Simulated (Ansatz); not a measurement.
# Si(111) with OH on 75 % of the top atoms and H on the rest: bands and core levels, part 3 of 3

What would XPS and angle-resolved spectra of Si(111) with OH on 75 % of the top atoms and H on the rest look like?

Ansatz 0.2.0; DFT, PBE, plane-wave PAW, default files, scalar-relativistic.

So far, gap on the k-mesh (eV): step 2 (relaxing the atoms) 0.996.

## Step 3: Bands by layer (continued)

Maxima picked by a test of local sharpness, so broad peaks and shoulders can be missing; peaks within 0.45 eV of a curve's cut are left out. Valence peaks, by row, the first 40 of 52 rows:

| photon energy (eV) | binding energy (eV) | height (% of the maximum within 13 eV) | main shell | its share (%) |
| --- | --- | --- | --- | --- |
| 21.2 | 9.31 | 32.18 | O 2p | 72.88 |
| 21.2 | 8.01 | 38.58 | O 2p | 76.23 |
| 21.2 | 6.36 | 24.6 | O 2p | 58.48 |
| 21.2 | 5.06 | 45.79 | O 2p | 86.05 |
| 21.2 | 4.06 | 100 | O 2p | 83.89 |
| 21.2 | 2.91 | 45.1 | O 2p | 67.19 |
| 21.2 | 2.26 | 29.42 | O 2p | 61.54 |
| 21.2 | 1.71 | 34.63 | O 2p | 59.45 |
| 21.2 | 0.4101 | 6.376 | O 2p | 49.81 |
| 150 | 20.56 | 56.05 | O 2s | 94.44 |
| 150 | 9.36 | 41.73 | O 2p | 47.71 |
| 150 | 8.01 | 43.35 | O 2p | 58.06 |
| 150 | 6.41 | 37.66 | O 2p | 32.29 |
| 150 | 5.76 | 34.08 | O 2p | 44.68 |
| 150 | 5.06 | 50.87 | O 2p | 66.28 |
| 150 | 4.11 | 100 | O 2p | 71.87 |
| 150 | 2.91 | 63.79 | Si 3p | 52.68 |
| 150 | 2.26 | 54.59 | Si 3p | 65.4 |
| 150 | 1.71 | 63.34 | Si 3p | 66.52 |
| 150 | 1.06 | 27.65 | Si 3p | 75.92 |
| 150 | 0.4101 | 15.99 | Si 3p | 81.01 |
| 1487 | 20.56 | 90.09 | O 2s | 95.84 |
| 1487 | 9.46 | 100 | Si 3s | 90.25 |
| 1487 | 7.96 | 69.01 | Si 3s | 79.94 |
| 1487 | 6.46 | 82.83 | Si 3s | 75.66 |
| 1487 | 5.11 | 46.19 | Si 3s | 54.47 |
| 1487 | 4.01 | 62.15 | Si 3p | 42.04 |
| 1487 | 2.91 | 61.52 | Si 3p | 63.42 |
| 1487 | 2.26 | 58.05 | Si 3p | 69.5 |
| 1487 | 1.71 | 65.04 | Si 3p | 72.38 |
| 1487 | 1.01 | 26.03 | Si 3p | 88.36 |
| 1487 | 0.4101 | 15.19 | Si 3p | 89.95 |
| 5415 | 20.56 | 56.96 | O 2s | 94.64 |
| 5415 | 9.46 | 100 | Si 3s | 97.13 |
| 5415 | 7.96 | 64.14 | Si 3s | 92.48 |
| 5415 | 6.51 | 76.02 | Si 3s | 90.17 |
| 5415 | 5.16 | 35.12 | Si 3s | 77.56 |
| 5415 | 3.91 | 35.68 | Si 3s | 67.4 |
| 5415 | 2.91 | 32.38 | Si 3s | 55.24 |
| 5415 | 2.26 | 29.3 | Si 3s | 51.26 |

The planar mean, electrostatic potential oscillates, so the rows of the table below give means over windows of 1 Å about each position, cut where the curve ends. Its maxima inside the range that stand out by 2 % of the span (Å: eV): 10.4: 2.01, 13.5: 2.01, 16.6: 1.70. Its minima: 8.9: -11.4, 12.0: -11.4, 15.2: -11.4, 17.2: -0.198.

From the valence-band maximum. Planar mean, electrostatic potential against z; means over each step:

| z (Å) | planar mean, electrostatic potential (eV) |
| --- | --- |
| 0 | 4.50 |
| 1 | 4.54 |
| 2 | 4.55 |
| 3 | 4.55 |
| 4 | 4.55 |
| 5 | 4.55 |
| 6 | 4.35 |
| 7 | 2.50 |
| 8 | -4.05 |
| 9 | -10.1 |
| 10 | -1.08 |
| 11 | -2.52 |
| 12 | -10.3 |
| 13 | -2.61 |
| 14 | -0.937 |
| 15 | -10.1 |
| 16 | -4.31 |
| 17 | 0.536 |
| 18 | 2.75 |
| 19 | 4.39 |
| 20 | 4.43 |
| 21 | 4.43 |
| 22 | 4.43 |
| 23 | 4.43 |
| 24 | 4.46 |

The intensity has structure finer than the step of the table below, so its rows give means over 1 eV, whole bins alone (the curve runs from -22.6 to 1.41 eV). Peaks (eV: height): O K -8.0: 31.9, -4.2: 99.9; O K, E along x -8.0: 34.1, -4.2: 87.1; O K, E along y -4.0: 152; O K, E along z -9.3: 55.1, -4.4: 80.3; Si K-beta -1.8: 99.9.

Shapes are the site's partial DOS without matrix elements, which overweights lines from ligand s bands. Intensity against emission energy less the core level's binding energy, zero at the valence-band maximum; means over each step; 7 of 9 lines; values in % of the unpolarised maximum:

| emission energy less the core level's binding energy (eV) | O K | O K, E along x | O K, E along y | O K, E along z | Si K-beta | Si K-beta, E along x | Si K-beta, E along y |
| --- | --- | --- | --- | --- | --- | --- | --- |
| -22 | 0.374 | 0.677 | 0.273 | 0.172 | 0.481 | 0.209 | 0.207 |
| -21 | 1.21 | 2.40 | 0.872 | 0.353 | 1.12 | 0.290 | 0.283 |
| -20 | 1.06 | 2.07 | 0.736 | 0.356 | 1.03 | 0.310 | 0.304 |
| -19 | 0.375 | 0.621 | 0.262 | 0.242 | 0.523 | 0.300 | 0.298 |
| -18 | 0.261 | 0.346 | 0.180 | 0.255 | 0.423 | 0.337 | 0.336 |
| -17 | 0.257 | 0.292 | 0.172 | 0.307 | 0.440 | 0.401 | 0.399 |
| -16 | 0.294 | 0.303 | 0.189 | 0.392 | 0.511 | 0.494 | 0.491 |
| -15 | 0.368 | 0.354 | 0.222 | 0.529 | 0.635 | 0.634 | 0.630 |
| -14 | 0.499 | 0.453 | 0.278 | 0.767 | 0.852 | 0.866 | 0.860 |
| -13 | 0.757 | 0.642 | 0.374 | 1.25 | 1.29 | 1.33 | 1.32 |
| -12 | 1.48 | 1.11 | 0.581 | 2.75 | 2.62 | 2.72 | 2.69 |
| -11 | 4.60 | 2.89 | 1.29 | 9.61 | 6.80 | 7.24 | 7.16 |
| -10 | 15.9 | 10.3 | 4.09 | 33.4 | 13.0 | 14.2 | 13.9 |
| -9 | 25.3 | 19.7 | 7.41 | 48.6 | 15.7 | 17.3 | 16.8 |
| -8 | 26.2 | 27.7 | 10.6 | 40.3 | 16.3 | 16.2 | 16.0 |
| -7 | 14.9 | 22.3 | 9.74 | 12.6 | 24.5 | 23.8 | 24.7 |
| -6 | 20.8 | 33.3 | 16.6 | 12.6 | 29.0 | 28.0 | 28.2 |
| -5 | 51.5 | 60.5 | 44.1 | 50.0 | 32.2 | 31.0 | 30.6 |
| -4 | 87.8 | 75.7 | 131 | 56.2 | 63.1 | 58.5 | 61.5 |
| -3 | 35.6 | 31.1 | 60.0 | 15.6 | 83.4 | 84.1 | 82.9 |
| -2 | 21.1 | 18.9 | 36.2 | 8.23 | 96.4 | 98.9 | 97.0 |
| -1 | 9.08 | 8.21 | 15.9 | 3.11 | 56.3 | 64.0 | 64.1 |
| 0 | 2.13 | 2.01 | 3.55 | 0.846 | 17.3 | 22.1 | 22.6 |

Window up to 4.5 eV. Shell moments, by row:

| element | shell | occupied states an atom | centre of occupied part (eV) | rms width of occupied part (eV) | centre up to the window's top (eV) | rms width up to the window's top (eV) |
| --- | --- | --- | --- | --- | --- | --- |
| O | 2s | 1.651 | -18.79 | 4.903 | -16.99 | 7.608 |
| O | 2p | 5.078 | -5.412 | 2.787 | -5.098 | 3.172 |
| H | 1s | 0.8681 | -7.304 | 5.339 | -4.321 | 6.625 |
| Si | 3s | 1.168 | -8.094 | 2.647 | -5.16 | 5.396 |
| Si | 3p | 2.723 | -3.902 | 2.828 | -1.446 | 4.118 |

The spectra weight each projected shell by its atomic cross section (Dirac–Hartree–Slater) and angular factor, for unpolarised light with the analyser at 54.7° from the beam. Broadening, on top of any smearing of the DOS itself: a Gaussian of 0.15 eV and a Lorentzian of 0.05 eV plus 0.05 times the binding energy (full widths), Fermi edge at 300 K. Each atom is damped by exp[−depth/(λ cos θ)], θ = 0° from the normal, λ from the universal curve. Curves are cut 10 eV under the photon energy, above any shell that the free atom's threshold puts out of reach, or at the lower edge of the window: 11.2 eV at 21.2 eV, 22.6 eV at 150 eV, 22.6 eV at 1486.7 eV, 22.6 eV at 5414.7 eV and 22.6 eV at 8047.8 eV. Dipole terms alone, which is rough above 3 keV; no background, satellites or final-state effects.

How the area divides among the shells (%):

| shell | 21.2 eV | 150 eV | 1486.7 eV | 5414.7 eV | 8047.8 eV |
| --- | --- | --- | --- | --- | --- |
| O 2s | 0.0 | 19.0 | 21.3 | 17.0 | 15.7 |
| O 2p | 73.8 | 39.5 | 4.5 | 1.0 | 0.6 |
| H 1s | 12.4 | 0.5 | 0.1 | 0.0 | 0.0 |
| Si 3s | 3.7 | 13.9 | 53.6 | 73.4 | 77.4 |
| Si 3p | 10.2 | 27.0 | 20.6 | 8.6 | 6.3 |

Regions along c: top from 15.2 to 21.7 Å, middle from 9.8 to 14.9 Å, bottom from 3.0 to 9.5 Å.

The largest force component on a free atom is 0.002 eV/Å, so the atoms are at rest for these settings too.

## Step 4: Core levels by total-energy differences

XPS shifts tell sites apart. Each chosen atom gets a core hole in a self-consistent pass of its own.

Contents of input.yaml:

```yaml
crystal:
  lattice:
    - [7.6791796437, 0.0, 0.0]
    - [3.8395898218, 6.6503646517, 0.0]
    - [0.0, 0.0, 24.6337769138]
  atoms:
    - { symbol: H, position: [0.0363586043, 0.0491265661, 0.7202690333] }
    - { symbol: H, position: [0.6014493172, 0.0117516971, 0.7171003917] }
    - { symbol: H, position: [0.0288881245, 0.5805425474, 0.7180109031] }
    - { symbol: O, position: [-0.0214680169, -0.0173113622, 0.6995130905] }
    - { symbol: O, position: [0.4984983222, -0.0073484817, 0.6998164646] }
    - { symbol: O_h, position: [-0.0082415722, 0.4920756957, 0.6995681249] }
    - { symbol: H, position: [0.4981311385, 0.4969518238, 0.6919512105] }
    - { symbol: Si_h, position: [-0.0043768189, -0.0039173304, 0.6311835095] }
    - { symbol: Si, position: [0.5002724484, -0.001537647, 0.6315422022] }
    - { symbol: Si, position: [-0.0006840562, 0.4977483483, 0.6313217331] }
    - { symbol: Si_h, position: [0.4986898163, 0.4987786784, 0.6309016265] }
    - { symbol: Si_h, position: [0.8326900165, 0.330953089, 0.6000104107] }
    - { symbol: Si, position: [0.3327614339, 0.3317294781, 0.5991890598] }
    - { symbol: Si, position: [0.8315755246, 0.8297185162, 0.5981845663] }
    - { symbol: Si, position: [0.3312883264, 0.8333177422, 0.6004774976] }
    - { symbol: Si, position: [0.8340132011, 0.3328472721, 0.5038249674] }
    - { symbol: Si, position: [0.333277008, 0.3332050117, 0.5033586539] }
    - { symbol: Si, position: [0.8335093329, 0.8329554659, 0.5025305175] }
    - { symbol: Si, position: [0.3328173172, 0.8342963218, 0.5041281395] }
    - { symbol: Si_h, position: [0.1667320378, 0.1666880574, 0.4710870778] }
    - { symbol: Si, position: [0.6666234756, 0.1671454322, 0.4710092332] }
    - { symbol: Si, position: [0.1675856841, 0.6665902148, 0.4710348105] }
    - { symbol: Si, position: [0.6660213333, 0.6662763532, 0.4711452071] }
    - { symbol: Si, position: [0.166666667, 0.166666667, 0.375247085] }
    - { symbol: Si, position: [0.666666667, 0.166666667, 0.375247085] }
    - { symbol: Si, position: [0.166666667, 0.666666667, 0.375247085] }
    - { symbol: Si, position: [0.666666667, 0.666666667, 0.375247085] }
    - { symbol: Si, position: [0.0, 0.0, 0.343430893] }
    - { symbol: Si, position: [0.5, 0.0, 0.343430893] }
    - { symbol: Si, position: [0.0, 0.5, 0.343430893] }
    - { symbol: Si, position: [0.5, 0.5, 0.343430893] }
    - { symbol: H, position: [0.0, 0.0, 0.284162677] }
    - { symbol: H, position: [0.5, 0.0, 0.284162677] }
    - { symbol: H, position: [0.0, 0.5, 0.284162677] }
    - { symbol: H, position: [0.5, 0.5, 0.284162677] }
kpoints:
  mp_grid: { grid: [3, 3, 1] }
scf:
  occupations: { method: fermi_dirac, width: 0.02 }
  n_extra_bands: 25
hamiltonian:
  xc: pbe
  pseudopotentials: { kind: paw }
output:
  forces: true
  write_potential: true
  volumetric_format: []
  core_levels:
    shells: { O_h: "1s", Si_h: "2p" }
    counted_from: conduction_bottom
    add_spin: false
efield:
  axis: 3
  dipole_correction: true
```

Started as:

```sh
$ ansatz run input.yaml --threads 4 --pin off --max-ram 11264MiB --backend cpu --events-out ev --progress --plain --runs-dir out
```

Numbers of over 12 decimals in the logs are rounded to 6 here.

The program printed:

```text
[...]
Crystal: 35 atoms, lattice volume = 1258.031 Å³
Basis set: ecut = 420 eV, 24545 PW (Γ), exchange–correlation on 108×108×360 points (8 copies of the dense FFT grid, shifted against one another)
Bands: 86, of which v1, the nominal top of the filled ones, is band 61 counted from 1 (60 counted from 0)
Symmetry: 1 space group operations
[...]
k-points: 5 of 9 (time reversal used)
[...]
SCF iter   1: F=—  HF=-17089.394570 eV  |F-HF|=—  |Δ(HF+E_count)|=         —  Δρ=2.07e-3  dr2=4.58e-1  ethr=1.77e-3  p=-0.066 e·Å  D=-9.45e-3 V/Å  ΔV_dip=0.23 eV  dr2_dipole=3.91e-2  V_vac-E_F(+/−)=3.84/3.60 eV  ⟨swp⟩=8.8  Hψ=2445  notcnv=0  defer=22
[...]
SCF iter   9: F=-17089.332364 eV  HF=-17089.332364 eV  |F-HF|=5.12e-9  |Δ(HF+E_count)|=   9.02e-8  Δρ=1.04e-6  dr2=1.64e-8  ethr=8.20e-11  p=0.034 e·Å  D=4.91e-3 V/Å  ΔV_dip=-0.12 eV  dr2_dipole=1.94e-10  V_vac-E_F(+/−)=3.94/4.07 eV  ⟨swp⟩=24.6  Hψ=4443  notcnv=0
SCF 1 converged in 9 iterations: F = -17089.332364 eV  dr2 = 1.64e-8
[...]
── core hole 1/5: 1s of O_h 5 ──
── 1s of O_h 5: 531.746 eV over the cell without the hole, in 15 iterations ──
── core hole 2/5: 2p of Si_h 7 ──
── 2p of Si_h 7: 100.605 eV over the cell without the hole, in 14 iterations ──
── core hole 3/5: 2p of Si_h 10 ──
── 2p of Si_h 10: 100.059 eV over the cell without the hole, in 14 iterations ──
── core hole 4/5: 2p of Si_h 11 ──
── 2p of Si_h 11: 99.854 eV over the cell without the hole, in 14 iterations ──
── core hole 5/5: 2p of Si_h 19 ──
── 2p of Si_h 19: 99.924 eV over the cell without the hole, in 15 iterations ──
SCF converged after 9 iterations
Free energy (F): -17089.332364 eV
[...]
Internal energy: -17089.332364 eV  (E = F + TS)
E sigma→0 (E₀):  -17089.332364 eV
Fermi energy:    0.394802 eV
Dipole field:    D = 0.004914 V/Å  (p = 0.034161 e·Å, saw-weighted, corrected)
Work function:   Φ+ = 3.9441 eV   Φ− = 4.0652 eV
[...]
--- Forces (eV/Å), atoms counted from 1 ---
  atom   1  H       -0.00118420    -0.00169683    -0.00049583
  atom   2  H       -0.00158096     0.00092588     0.00113668
  atom   3  H       -0.00074026     0.00088144     0.00117062
  atom   4  O        0.00189635     0.00057378     0.00032422
  atom   5  O        0.00078936    -0.00017976    -0.00078954
  atom   6  O_h      0.00141245     0.00229436     0.00007112
  atom   7  H        0.00008171     0.00036188     0.00008245
  atom   8  Si_h     0.00024967     0.00038543    -0.00022960
  atom   9  Si      -0.00024945     0.00023286     0.00021854
  atom  10  Si      -0.00049785     0.00007054     0.00062648
  atom  11  Si_h     0.00017462    -0.00028737     0.00018497
  atom  12  Si_h    -0.00039342     0.00007344     0.00065827
  atom  13  Si       0.00060759     0.00056074    -0.00026151
  atom  14  Si      -0.00036493     0.00001132    -0.00070639
  atom  15  Si      -0.00056184    -0.00072888     0.00050968
  atom  16  Si      -0.00013654    -0.00062823     0.00006701
  atom  17  Si      -0.00017355    -0.00078169     0.00004307
  atom  18  Si      -0.00016661     0.00019639    -0.00008605
  atom  19  Si       0.00017463     0.00035608    -0.00005979
  atom  20  Si_h     0.00050816    -0.00031594    -0.00062530
  atom  21  Si      -0.00017134     0.00005339    -0.00027389
  atom  22  Si       0.00010802    -0.00020047     0.00067408
  atom  23  Si      -0.00010301     0.00027503    -0.00018970
  atom  24  Si      -0.01204689    -0.01132441    -0.06996209
  atom  25  Si       0.01424008     0.01331398    -0.08856814
  atom  26  Si       0.02906067     0.00700350    -0.08356469
  atom  27  Si      -0.03173806    -0.01199177    -0.06431550
  atom  28  Si      -0.00309014    -0.00135053     0.84396652
  atom  29  Si       0.00229769     0.00111758     0.86149783
  atom  30  Si       0.00134195     0.00011303     0.86856335
  atom  31  Si      -0.00027246     0.00107059     0.83038948
  atom  32  H       -0.00006297    -0.00015166    -0.77605695
  atom  33  H        0.00088582    -0.00086941    -0.77383358
  atom  34  H        0.00004096     0.00200665    -0.77306786
  atom  35  H       -0.00032612    -0.00136468    -0.77709469
  max |Σ_I F_I| component: 9.14e-6 eV/Å
--- Band table (eV; the first three rows and the last of 5) ---
  k-point 0: bands = [... 57 lower, -0.5898, -0.5396, -0.1551, -0.0951, 0.9011, 0.9045, 0.9135, 1.3643, ... 21 higher]
  k-point 1: bands = [... 57 lower, -1.4771, -1.1529, -1.0568, -0.5355, 1.0365, 1.6264, 1.6966, 1.7872, ... 21 higher]
  k-point 2: bands = [... 57 lower, -1.4870, -1.1460, -1.0534, -0.5315, 1.0361, 1.6239, 1.7072, 1.7904, ... 21 higher]
  k-point 4: bands = [... 57 lower, -1.7861, -1.4658, -1.4301, -1.3215, 1.9659, 2.0122, 2.1558, 2.4668, ... 21 higher]
--- Core levels from the conduction bottom, as differences alone (as output.core_levels.counted_from types it; a hole's nearest image at 7.7 Å) ---
  the holes have no spin, as output.core_levels.add_spin types it
  atom         alike  shell      binding/eV   shift/eV difference/eV images/eV   SCF
  O_h 5            1     1s               –     +0.000       531.746         –    15
  Si_h 7           1     2p               –     +0.000       100.605         –    14
  Si_h 10          1     2p               –     -0.546       100.059         –    14
  Si_h 11          1     2p               –     -0.751        99.854         –    14
  Si_h 19          1     2p               –     -0.681        99.924         –    15
  the dataset of O_h with a 1s hole: scattering error 0.001 eV (0.001 eV in the local channel); free atom: scalar-relativistic, large and small components
  the dataset of Si_h with a 2p hole: scattering error 0.000 eV (0.000 eV in the local channel); free atom: scalar-relativistic, large and small components
  the two lines of Si_h's 2p: 2p1/2 +0.408 eV and 2p3/2 -0.204 eV off its levels, 1 : 2 in strength
```

Elapsed: 3.5 min, on 4 threads of Arm Neoverse V1, shared host; peak memory 2.5 GiB; 14 min of CPU time.

Levels are total-energy differences with one electron taken from the core. The electron stays in the lowest empty state, so these are excitation energies, not binding energies. The hole's nearest image is 7.7 Å away, and the holes carry no spin, so absolute levels are rough.

| atom | region | shell | level (eV) | shift (eV) | j lines (eV) | doubts |
| --- | --- | --- | --- | --- | --- | --- |
| O6 | adsorbate | 1s | 531.75 | - | - | - |
| Si8 | layer 1 | 2p | 100.60 | +0.68 | 101.01 / 100.40 | - |
| Si11 | layer 1 | 2p | 100.06 | +0.13 | 100.47 / 99.85 | - |
| Si12 | layer 2 | 2p | 99.85 | -0.07 | 100.26 / 99.65 | - |
| Si20 | middle | 2p | 99.92 | +0.00 | 100.33 / 99.72 | - |

Levels of p, d and f shells are means over their two j lines, weighted by degeneracy; the splitting comes from the atom's own solve. Shifts count from the last listed atom of each element. With the electron kept in the cell, its attraction to the hole differs by site and enters these shifts.

The Si 2p lines of the listed atoms alone (other atoms of the cell aren't counted), as Gaussians 0.3 eV wide, no depth weighting. Table of intensity by Si 2p level; read off at these points:

Si 2p level (eV), intensity (%) and a bar:
```
    99.10          0 
    99.20          0 
    99.30          1 
    99.40          8 ##
    99.50         31 #########
    99.60         70 #####################
    99.70         98 #############################
    99.74        100 ##############################
    99.80         92 ############################
    99.90         60 ##################
   100.00         30 #########
   100.10         23 #######
   100.20         46 ##############
   100.30         78 ########################
   100.38         89 ###########################
   100.40         88 ##########################
   100.50         62 ###################
   100.60         27 ########
   100.70          8 ##
   100.80          6 ##
   100.90         14 ####
   101.00         20 ######
   101.02         20 ######
   101.10         16 #####
   101.20          7 ##
   101.30          2 
   101.40          0 
   101.50          0 
   101.60          0
```

## Step 5: Outcome

- ionisation potential: 4.43 eV (upper face; lower face 4.55 eV)
- electron affinity (Kohn–Sham): 3.44 eV (slab's lowest empty level against the upper vacuum)
- Si core shifts among the listed atoms, from the last listed one: -0.07 to +0.68 eV

**Reading.** The valence top of Si(111) with OH on 75 % of the top atoms and H on the rest lies 4.43 eV (upper face; lower face 4.55 eV) below the vacuum and the lowest empty level 3.44 eV below the vacuum of the upper face. Only the strongest levels a point were stored, too few to count surface states. The upper face's value lies 0.12 eV below that of the hydrogen-covered lower face; the difference is the dipole step of the groups. Core shifts: Si -0.07 to +0.68 eV. Among the sites run, the most bound Si 2p level is that of Si8 (layer 1), bonded to 3 Si and 1 O; the least bound, 0.75 eV shallower, that of Si12 (layer 2), bonded to 4 Si. That is the order that electronegative neighbours give as a rule, though screening of the hole enters too. These are excitation energies with the electron kept in the cell, so its attraction to the hole, which differs by site, enters the order. At 21.2 eV the valence spectrum has its highest listed peaks within 10.8 eV at 1.7 eV (O 2p), 2.9 eV (O 2p), 4.1 eV (O 2p), 5.1 eV (O 2p) and 8.0 eV (O 2p). At 1486.7 eV the valence spectrum has its highest listed peaks within 13 eV at 1.7 eV (Si 3p), 4.0 eV (mixed, Si 3p leading), 6.5 eV (Si 3s), 8.0 eV (Si 3s) and 9.5 eV (Si 3s). The shell named is the one with most of the intensity, cross sections included, not always the one with most states there. In the main run, from 1486.7 eV towards hard X-rays the Si 3s share grows by 24 points, as its cross section falls more slowly with photon energy than those of the shells it gains on. The spectra rest on a 3×3×1 mesh, so closely spaced maxima can be ripples of the mesh. The slab's own atoms span 7.1 Å, so bulk bands appear as a few quantum-well levels, and states of the two faces can mix. The affinity uses the Kohn–Sham gap, which is too small, so the true affinity is lower and the true ionisation potential usually higher.

[Logs are printed without paths, hosts, clocks, repeated set-up lines and the standing remarks that a program may print on its own settings, such as how far it seeks lower states.]

[Hosts, paths, dates, database ids (printed as entryN), source tags and the programs' standing remarks are cut or masked in the printed files.]

[Maps of the electrostatic potential energy from Ansatz leave out the sawtooth potential of an applied field or a dipole correction, so their vacuum need not be flat; work functions include it.]
